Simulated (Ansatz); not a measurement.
# CeO2 (Fm-3m): a volume series of phonon spectra, part 3 of 4

Wanted: mode Grüneisen parameters of CeO2 and a free-energy fit over volumes.

Ansatz 0.2.0; DFT PBE, scalar-relativistic, plane waves, PAW.

So far, highest frequency (cm⁻¹): step 5 (phonons, V/V0 1) 557.

## 7. Phonons, V/V0 1.015

Phonons at this volume give one point of F(V, T); meshes stay fixed along the series.

input.yaml

```yaml
crystal:
  lattice:
    - [0.0, 2.7457176297, 2.7457176297]
    - [2.7457176297, 0.0, 2.7457176297]
    - [2.7457176297, 2.7457176297, 0.0]
  atoms:
    - { symbol: Ce, position: [0.0, 0.0, 0.0] }
    - { symbol: O, position: [0.25, 0.25, 0.25] }
    - { symbol: O, position: [0.75, 0.75, 0.75] }
kpoints:
  mp_grid: { grid: [12, 12, 12] }
hamiltonian:
  xc: pbe
scf:
  occupations: { method: fixed }
output:
  eigenvalues: true
phonons:
  method: dfpt
  dielectric: true
  rigid_motions: translations
  qmesh: [4, 4, 4]
  temperatures: { t_max: 1000, t_step: 50 }
  qpath:
    path:
      - [[0.0, 0.0, 0.0], [0.5, 0.0, 0.5], [0.625, 0.25, 0.625]]
      - [[0.375, 0.375, 0.75], [0.0, 0.0, 0.0], [0.5, 0.5, 0.5], [0.5, 0.25, 0.75], [0.5, 0.0, 0.5]]
    npoints: 10
```

Started as:

```
$ ansatz run input.yaml --threads 4 --pin off --max-ram 8192MiB --backend cpu --events-out ev --progress --plain --runs-dir out
```

Numbers of over 12 decimals in the logs are rounded to 6 here.

Output:

```text
[...]
Crystal: 3 atoms, lattice volume = 41.400 Å³
Basis set: ecut = 420 eV, 869 PW (Γ), exchange–correlation on 54×54×54 points (8 copies of the dense FFT grid, shifted against one another)
Bands: 16, of which v1, the nominal top of the filled ones, is band 12 counted from 1 (11 counted from 0)
Symmetry: 48 space group operations
[...]
ω (cm⁻¹)  modes    IR ((D/Å)²/amu)
[...]
498.36      1            29.2473
  optical modes at Γ + LO–TO along q̂ = [0.0000, 0.0000, 1.0000]:
      ω (cm⁻¹)  modes    IR ((D/Å)²/amu)
        242.11      2            58.4945
        408.21      3             0.0000
        498.36      1            29.2473
--- Phonons (arbitrary-q DFPT): 8 irreducible q on the 4×4×4 mesh ---
[...]
interpolated dispersion: 63 rows × 9 modes
[...]
[key lines of the parts left out:]
SCF converged after 10 iterations
Free energy (F): -7715.821291 eV
Fermi energy:    10.491562 eV
```

Elapsed: 5.7 min, on 4 threads of Arm Neoverse V2, shared host; peak memory 3.1 GiB; 22 min of CPU time.

LO-TO term included. The phonon branches at the labelled points (cm⁻¹):

| point | branch 1 | branch 2 | branch 3 | branch 4 | branch 5 | branch 6 | branch 7 | branch 8 | branch 9 |
| --- | --- | --- | --- | --- | --- | --- | --- | --- | --- |
| Γ | 0 | 0 | 0 | 242 | 242 | 408 | 408 | 408 | 498 |
| halfway | 74 | 74 | 179 | 220 | 220 | 306 | 413 | 413 | 521 |
| X | 116 | 116 | 133 | 194 | 194 | 242 | 416 | 416 | 547 |
| halfway | 116 | 127 | 138 | 194 | 207 | 243 | 410 | 418 | 543 |
| U | 113 | 150 | 150 | 185 | 241 | 258 | 394 | 422 | 532 |
| jump to K | 113 | 150 | 150 | 185 | 241 | 258 | 394 | 422 | 532 |
| halfway | 92 | 98 | 155 | 217 | 298 | 356 | 357 | 421 | 497 |
| Γ | 0 | 0 | 0 | 242 | 242 | 408 | 408 | 408 | 498 |
| halfway | 82 | 82 | 134 | 262 | 262 | 387 | 387 | 389 | 491 |
| L | 106 | 106 | 185 | 312 | 312 | 344 | 344 | 380 | 478 |
| halfway | 110 | 146 | 174 | 222 | 248 | 335 | 344 | 423 | 511 |
| W | 117 | 160 | 170 | 178 | 178 | 336 | 336 | 442 | 530 |
| halfway | 117 | 137 | 143 | 186 | 208 | 260 | 395 | 428 | 539 |
| X | 116 | 116 | 133 | 194 | 194 | 242 | 416 | 416 | 547 |

The phonon branches as a text plot (rows in cm⁻¹):

```
    535 |       ************                             ********
    513 |  *****            ***                      ****
    490 |**                    ****************** ***
    467 |                                        *
    444 |                                               *****
    421 |   *************************                ***     ****
    399 |***           ****       ***********      **         *
    376 |   *              *     *           ******         **
    353 |    **             *   *              ********    *
    330 |                    ***                  **********
    308 |      *             ** *               ****
    285 |                  **    *            **   **       **
    262 |       *        ***      ***      ***      **
    239 |******   *********       *********          ***      ***
    216 |      ***     **       **                    * *     *
    194 |       ***********  ***                ****   *** ******
    171 |      *  **       *****              **    *********
    148 |    **     *  ******   *            *        **   ****
    125 |   *       ******   **  *          *      ***   ********
    103 |        ***      ******* **       *  ***********
     80 |  *   **                ****     ****
     57 |    **                   ***    **
     34 | ***                       **  **
     11 |**                          ****
         Γ           X  U|K            Γ         L        W     X
```

No mode is imaginary beyond numerical noise at the solved wavevectors. The highest zone-centre mode (no LO–TO term) moved by -2.3 % for a volume change of +1.5 %.

## 8. Single point at a scaled cell, V/V0 0.985

Symmetry fixes every atom, so a single point at the scaled cell gives the energy and pressure of this member.

The cell differs from the one that the last finished run ended in (a 3.883 → 3.844 Å, b 3.883 → 3.844 Å, c 3.883 → 3.844 Å).

input.yaml

```yaml
crystal:
  lattice:
    - [0.0, 2.7183952437, 2.7183952437]
    - [2.7183952437, 0.0, 2.7183952437]
    - [2.7183952437, 2.7183952437, 0.0]
  atoms:
    - { symbol: Ce, position: [0.0, 0.0, 0.0] }
    - { symbol: O, position: [0.25, 0.25, 0.25] }
    - { symbol: O, position: [0.75, 0.75, 0.75] }
kpoints:
  mp_grid: { grid: [12, 12, 12] }
hamiltonian:
  xc: pbe
scf:
  occupations: { method: fixed }
output:
  forces: true
  stress: true
  eigenvalues: true
  write_density: true
  write_potential: true
  elf: true
  volumetric_format: npy
```

Output:

```text
[...]
Crystal: 3 atoms, lattice volume = 40.176 Å³
Basis set: ecut = 420 eV, 749 PW (Γ), exchange–correlation on 54×54×54 points (8 copies of the dense FFT grid, shifted against one another)
Bands: 16, of which v1, the nominal top of the filled ones, is band 12 counted from 1 (11 counted from 0)
Symmetry: 48 space group operations
[...]
k-points: 72 of 1728
[...]
--- Band table (eV; the first three rows and the last of 72) ---
  k-point 0: bands = [... 8 lower, 7.1734, 10.3794, 10.3794, 10.3794, 13.2325, 13.2325, 13.2325, 13.4722]
  k-point 1: bands = [... 8 lower, 7.3486, 10.3122, 10.3526, 10.3526, 13.2264, 13.2264, 13.2331, 13.4810]
  k-point 2: bands = [... 8 lower, 7.8250, 10.1530, 10.2861, 10.2861, 13.2054, 13.2054, 13.2348, 13.5038]
  k-point 71: bands = [... 8 lower, 9.9224, 9.9224, 10.2623, 10.3215, 12.9845, 13.1005, 13.1005, 13.3402]
[key lines of the parts left out:]
SCF converged after 8 iterations
Free energy (F): -7715.820989 eV
Fermi energy:    10.971791 eV
P = ⅓ Tr σ = 2.7199 GPa (27.199 kbar)
```

It took 1.1 s on 4 threads; peak memory 0.42 GiB.

The run ends at a pressure of 2.72 GPa.

## 9. Lattice dynamics at this volume, V/V0 0.985

The same q-mesh and k-mesh are kept at every volume, so that much of their error can cancel in the differences.

input.yaml, the sections that differ from step 8:

```yaml
output:
  eigenvalues: true
phonons:
  method: dfpt
  dielectric: true
  rigid_motions: translations
  qmesh: [4, 4, 4]
  temperatures: { t_max: 1000, t_step: 50 }
  qpath:
    path:
      - [[0.0, 0.0, 0.0], [0.5, 0.0, 0.5], [0.625, 0.25, 0.625]]
      - [[0.375, 0.375, 0.75], [0.0, 0.0, 0.0], [0.5, 0.5, 0.5], [0.5, 0.25, 0.75], [0.5, 0.0, 0.5]]
    npoints: 10
# crystal, kpoints, hamiltonian, scf: as in step 8
```

Output:

```text
[...]
Crystal: 3 atoms, lattice volume = 40.176 Å³
Basis set: ecut = 420 eV, 749 PW (Γ), exchange–correlation on 54×54×54 points (8 copies of the dense FFT grid, shifted against one another)
Bands: 16, of which v1, the nominal top of the filled ones, is band 12 counted from 1 (11 counted from 0)
Symmetry: 48 space group operations
[...]
ω (cm⁻¹)  modes    IR ((D/Å)²/amu)
[...]
520.76      1            29.4180
  optical modes at Γ + LO–TO along q̂ = [0.0000, 0.0000, 1.0000]:
      ω (cm⁻¹)  modes    IR ((D/Å)²/amu)
        266.00      2            58.8359
        427.44      3             0.0000
        520.76      1            29.4180
--- Phonons (arbitrary-q DFPT): 8 irreducible q on the 4×4×4 mesh ---
[...]
interpolated dispersion: 63 rows × 9 modes
[...]
[key lines of the parts left out:]
SCF converged after 10 iterations
Free energy (F): -7715.820989 eV
Fermi energy:    10.971796 eV
```

Run time: 5.5 min. Hardware: 4 threads; peak memory 3.1 GiB; 21 min of CPU time.

LO-TO term included. Phonon branches along the path, in cm⁻¹:

| point | branch 1 | branch 2 | branch 3 | branch 4 | branch 5 | branch 6 | branch 7 | branch 8 | branch 9 |
| --- | --- | --- | --- | --- | --- | --- | --- | --- | --- |
| Γ | 0 | 0 | 0 | 266 | 266 | 427 | 427 | 427 | 521 |
| halfway | 81 | 81 | 186 | 244 | 244 | 326 | 432 | 432 | 542 |
| X | 129 | 129 | 162 | 218 | 218 | 252 | 434 | 434 | 567 |
| halfway | 128 | 140 | 167 | 218 | 231 | 254 | 428 | 436 | 563 |
| U | 124 | 164 | 177 | 206 | 263 | 271 | 412 | 439 | 553 |
| jump to K | 124 | 164 | 177 | 206 | 263 | 271 | 412 | 439 | 553 |
| halfway | 100 | 102 | 166 | 242 | 319 | 374 | 376 | 438 | 518 |
| Γ | 0 | 0 | 0 | 266 | 266 | 427 | 427 | 427 | 521 |
| halfway | 85 | 85 | 145 | 285 | 285 | 406 | 406 | 407 | 512 |
| L | 113 | 113 | 204 | 332 | 332 | 363 | 363 | 394 | 498 |
| halfway | 119 | 157 | 192 | 244 | 268 | 353 | 363 | 440 | 532 |
| W | 129 | 187 | 191 | 191 | 195 | 353 | 353 | 459 | 550 |
| halfway | 129 | 149 | 171 | 211 | 225 | 276 | 413 | 446 | 559 |
| X | 129 | 129 | 162 | 218 | 218 | 252 | 434 | 434 | 567 |

The phonon branches as a text plot (rows in cm⁻¹):

```
    555 |       ************                            *********
    531 |*******            ****     ****            ***
    508 |                       *****    ************
    484 |
    461 |                                               ******
    437 |********************************            ***      ***
    413 | **            ***       ****   ****      **        **
    390 |   *              **    *           ******         *
    366 |    **              ****               *********  *
    343 |                    ***                 *  ********
    319 |      *            *   *              ** **
    295 |       *          *     ***        ***     **      **
    272 |***             **         ********         **       *
    248 |   **** *********      ****                  **       **
    224 |       *********    ***                       **   *****
    201 |       * **     ****                  ******** ******
    177 |      *    *  **********            **        ********
    154 |    **      ** *** ***  *          *        **     *****
    130 |   *     ***********  *           *       ** ***********
    106 |       **           **** **         *********
     83 |  *   *                 ****     ***
     59 |   ***                   ***    **
     35 | **                        **  **
     12 |**                          ****
         Γ           X  U|K            Γ         L        W     X
```

No mode is imaginary beyond numerical noise at the solved wavevectors. The highest zone-centre mode (no LO–TO term) moved by +2.3 % for a volume change of -1.5 %.

## 10. Single point at a scaled cell, V/V0 1.03

Symmetry fixes every atom, so a single point at the scaled cell gives the energy and pressure of this member.

The cell differs from the one that the last finished run ended in (a 3.844 → 3.902 Å, b 3.844 → 3.902 Å, c 3.844 → 3.902 Å).

input.yaml, the sections that differ from step 9:

```yaml
crystal:
  lattice:
    - [0.0, 2.7591772449, 2.7591772449]
    - [2.7591772449, 0.0, 2.7591772449]
    - [2.7591772449, 2.7591772449, 0.0]
  atoms:
    - { symbol: Ce, position: [0.0, 0.0, 0.0] }
    - { symbol: O, position: [0.25, 0.25, 0.25] }
    - { symbol: O, position: [0.75, 0.75, 0.75] }
output:
  forces: true
  stress: true
  eigenvalues: true
# kpoints, hamiltonian, scf: as in step 9
# phonons: removed
```

Output:

```text
[...]
Crystal: 3 atoms, lattice volume = 42.012 Å³
Basis set: ecut = 420 eV, 869 PW (Γ), exchange–correlation on 54×54×54 points (8 copies of the dense FFT grid, shifted against one another)
Bands: 16, of which v1, the nominal top of the filled ones, is band 12 counted from 1 (11 counted from 0)
Symmetry: 48 space group operations
[...]
k-points: 72 of 1728
[...]
--- Band table (eV; the first three rows and the last of 72) ---
  k-point 0: bands = [... 8 lower, 6.7168, 9.7384, 9.7384, 9.7384, 12.3580, 12.3580, 12.3580, 12.5647]
  k-point 1: bands = [... 8 lower, 6.8780, 9.6731, 9.7129, 9.7129, 12.3531, 12.3531, 12.3586, 12.5735]
  k-point 2: bands = [... 8 lower, 7.3138, 9.5137, 9.6475, 9.6475, 12.3353, 12.3353, 12.3601, 12.5971]
  k-point 71: bands = [... 8 lower, 9.2581, 9.2581, 9.6378, 9.7000, 12.1383, 12.2357, 12.2357, 12.4577]
[key lines of the parts left out:]
SCF converged after 7 iterations
Free energy (F): -7715.807278 eV
Fermi energy:    10.262256 eV
P = ⅓ Tr σ = -4.8102 GPa (-48.102 kbar)
```

Run time: 0.76 s. Hardware: 4 threads; peak memory 0.42 GiB.

The run ends at a pressure of -4.81 GPa.

## 11. Phonons, V/V0 1.03

The same q-mesh and k-mesh are kept at every volume, so that much of their error can cancel in the differences.

input.yaml, the sections that differ from step 10:

```yaml
output:
  eigenvalues: true
phonons:
  method: dfpt
  dielectric: true
  rigid_motions: translations
  qmesh: [4, 4, 4]
  temperatures: { t_max: 1000, t_step: 50 }
  qpath:
    path:
      - [[0.0, 0.0, 0.0], [0.5, 0.0, 0.5], [0.625, 0.25, 0.625]]
      - [[0.375, 0.375, 0.75], [0.0, 0.0, 0.0], [0.5, 0.5, 0.5], [0.5, 0.25, 0.75], [0.5, 0.0, 0.5]]
    npoints: 10
# crystal, kpoints, hamiltonian, scf: as in step 10
```

Output:

```text
[...]
Crystal: 3 atoms, lattice volume = 42.012 Å³
Basis set: ecut = 420 eV, 869 PW (Γ), exchange–correlation on 54×54×54 points (8 copies of the dense FFT grid, shifted against one another)
Bands: 16, of which v1, the nominal top of the filled ones, is band 12 counted from 1 (11 counted from 0)
Symmetry: 48 space group operations
[...]
ω (cm⁻¹)  modes    IR ((D/Å)²/amu)
[...]
487.47      1            29.1661
  optical modes at Γ + LO–TO along q̂ = [0.0000, 0.0000, 1.0000]:
      ω (cm⁻¹)  modes    IR ((D/Å)²/amu)
        230.31      2            58.3322
        398.92      3             0.0000
        487.47      1            29.1661
--- Phonons (arbitrary-q DFPT): 8 irreducible q on the 4×4×4 mesh ---
[...]
interpolated dispersion: 63 rows × 9 modes
[...]
[key lines of the parts left out:]
SCF converged after 9 iterations
Free energy (F): -7715.807278 eV
Fermi energy:    10.262295 eV
```

Elapsed: 6.4 min, on 4 threads; peak memory 3.2 GiB; 25 min of CPU time.

No mode is imaginary beyond numerical noise at the solved wavevectors. The highest zone-centre mode (no LO–TO term) moved by -4.5 % for a volume change of +3.0 %.

## 12. Single point at a scaled cell, V/V0 0.97

Symmetry fixes every atom, so a single point at the scaled cell gives the energy and pressure of this member.

input.yaml, the sections that differ from step 11:

```yaml
crystal:
  lattice:
    - [0.0, 2.7045256389, 2.7045256389]
    - [2.7045256389, 0.0, 2.7045256389]
    - [2.7045256389, 2.7045256389, 0.0]
  atoms:
    - { symbol: Ce, position: [0.0, 0.0, 0.0] }
    - { symbol: O, position: [0.25, 0.25, 0.25] }
    - { symbol: O, position: [0.75, 0.75, 0.75] }
output:
  forces: true
  stress: true
  eigenvalues: true
# kpoints, hamiltonian, scf: as in step 11
# phonons: removed
```

Output:

```text
[...]
Crystal: 3 atoms, lattice volume = 39.564 Å³
Basis set: ecut = 420 eV, 749 PW (Γ), exchange–correlation on 54×54×54 points (8 copies of the dense FFT grid, shifted against one another)
Bands: 16, of which v1, the nominal top of the filled ones, is band 12 counted from 1 (11 counted from 0)
Symmetry: 48 space group operations
[...]
k-points: 72 of 1728
[...]
--- Band table (eV; the first three rows and the last of 72) ---
  k-point 0: bands = [... 8 lower, 7.3334, 10.6049, 10.6049, 10.6049, 13.5430, 13.5430, 13.5430, 13.7948]
  k-point 1: bands = [... 8 lower, 7.5146, 10.5381, 10.5781, 10.5781, 13.5364, 13.5364, 13.5436, 13.8037]
  k-point 2: bands = [... 8 lower, 8.0060, 10.3787, 10.5115, 10.5115, 13.5142, 13.5142, 13.5454, 13.8261]
  k-point 71: bands = [... 8 lower, 10.1590, 10.1590, 10.4823, 10.5407, 13.2841, 13.4072, 13.4072, 13.6537]
[key lines of the parts left out:]
SCF converged after 8 iterations
Free energy (F): -7715.805106 eV
Fermi energy:    11.223847 eV
P = ⅓ Tr σ = 5.6715 GPa (56.715 kbar)
```

Elapsed: 0.82 s, on 4 threads; peak memory 0.42 GiB; 2.8 s of CPU time.

The run ends at a pressure of 5.67 GPa.

## 13. Phonons, V/V0 0.97

The same q-mesh and k-mesh are kept at every volume, so that much of their error can cancel in the differences.

input.yaml, the sections that differ from step 12:

```yaml
output:
  eigenvalues: true
phonons:
  method: dfpt
  dielectric: true
  rigid_motions: translations
  qmesh: [4, 4, 4]
  temperatures: { t_max: 1000, t_step: 50 }
  qpath:
    path:
      - [[0.0, 0.0, 0.0], [0.5, 0.0, 0.5], [0.625, 0.25, 0.625]]
      - [[0.375, 0.375, 0.75], [0.0, 0.0, 0.0], [0.5, 0.5, 0.5], [0.5, 0.25, 0.75], [0.5, 0.0, 0.5]]
    npoints: 10
# crystal, kpoints, hamiltonian, scf: as in step 12
```

Output:

```text
[...]
Crystal: 3 atoms, lattice volume = 39.564 Å³
Basis set: ecut = 420 eV, 749 PW (Γ), exchange–correlation on 54×54×54 points (8 copies of the dense FFT grid, shifted against one another)
Bands: 16, of which v1, the nominal top of the filled ones, is band 12 counted from 1 (11 counted from 0)
Symmetry: 48 space group operations
[...]
ω (cm⁻¹)  modes    IR ((D/Å)²/amu)
[...]
532.35      1            29.5187
  optical modes at Γ + LO–TO along q̂ = [0.0000, 0.0000, 1.0000]:
      ω (cm⁻¹)  modes    IR ((D/Å)²/amu)
        278.11      2            59.0374
        437.41      3             0.0000
        532.35      1            29.5187
--- Phonons (arbitrary-q DFPT): 8 irreducible q on the 4×4×4 mesh ---
[...]
interpolated dispersion: 63 rows × 9 modes
[...]
[key lines of the parts left out:]
SCF converged after 9 iterations
Free energy (F): -7715.805106 eV
Fermi energy:    11.223851 eV
```

Elapsed: 5.5 min, on 4 threads; peak memory 3 GiB; 21 min of CPU time.

No mode is imaginary beyond numerical noise at the solved wavevectors. The highest zone-centre mode (no LO–TO term) moved by +4.7 % for a volume change of -3.0 %.

## 14. A cell at another volume, V/V0 1.05

Symmetry fixes every atom, so a single point at the scaled cell gives the energy and pressure of this member.

The cell differs from the one that the last finished run ended in (a 3.825 → 3.927 Å, b 3.825 → 3.927 Å, c 3.825 → 3.927 Å).

input.yaml, the sections that differ from step 13:

```yaml
crystal:
  lattice:
    - [0.0, 2.7769216377, 2.7769216377]
    - [2.7769216377, 0.0, 2.7769216377]
    - [2.7769216377, 2.7769216377, 0.0]
  atoms:
    - { symbol: Ce, position: [0.0, 0.0, 0.0] }
    - { symbol: O, position: [0.25, 0.25, 0.25] }
    - { symbol: O, position: [0.75, 0.75, 0.75] }
output:
  forces: true
  stress: true
  eigenvalues: true
# kpoints, hamiltonian, scf: as in step 13
# phonons: removed
```

Output:

```text
[...]
Crystal: 3 atoms, lattice volume = 42.827 Å³
Basis set: ecut = 420 eV, 869 PW (Γ), exchange–correlation on 54×54×54 points (8 copies of the dense FFT grid, shifted against one another)
Bands: 16, of which v1, the nominal top of the filled ones, is band 12 counted from 1 (11 counted from 0)
Symmetry: 48 space group operations
[...]
k-points: 72 of 1728
[...]
--- Band table (eV; the first three rows and the last of 72) ---
  k-point 0: bands = [... 8 lower, 6.5262, 9.4707, 9.4707, 9.4707, 11.9948, 11.9948, 11.9948, 12.1884]
  k-point 1: bands = [... 8 lower, 6.6808, 9.4056, 9.4455, 9.4455, 11.9902, 11.9902, 11.9953, 12.1972]
  k-point 2: bands = [... 8 lower, 7.1005, 9.2467, 9.3806, 9.3806, 11.9737, 11.9737, 11.9967, 12.2210]
  k-point 71: bands = [... 8 lower, 8.9822, 8.9822, 9.3753, 9.4390, 11.7858, 11.8762, 11.8762, 12.0911]
[key lines of the parts left out:]
SCF converged after 7 iterations
Free energy (F): -7715.775495 eV
Fermi energy:    9.967539 eV
P = ⅓ Tr σ = -7.6048 GPa (-76.048 kbar)
```

It took 0.79 s on 4 threads; peak memory 0.42 GiB.

The run ends at a pressure of -7.60 GPa.

(Continued in part 4 of 4.)

[Logs are printed without paths, hosts, clocks, repeated set-up lines and the standing remarks that a program may print on its own settings, such as how far it seeks lower states.]

[Hosts, paths, dates, database ids (printed as entryN), source tags and the programs' standing remarks are cut or masked in the printed files.]

[A step with changed settings may run another functional than the one named; its input shows which.]

[Of the runs on displaced cells, only some may be shown.]
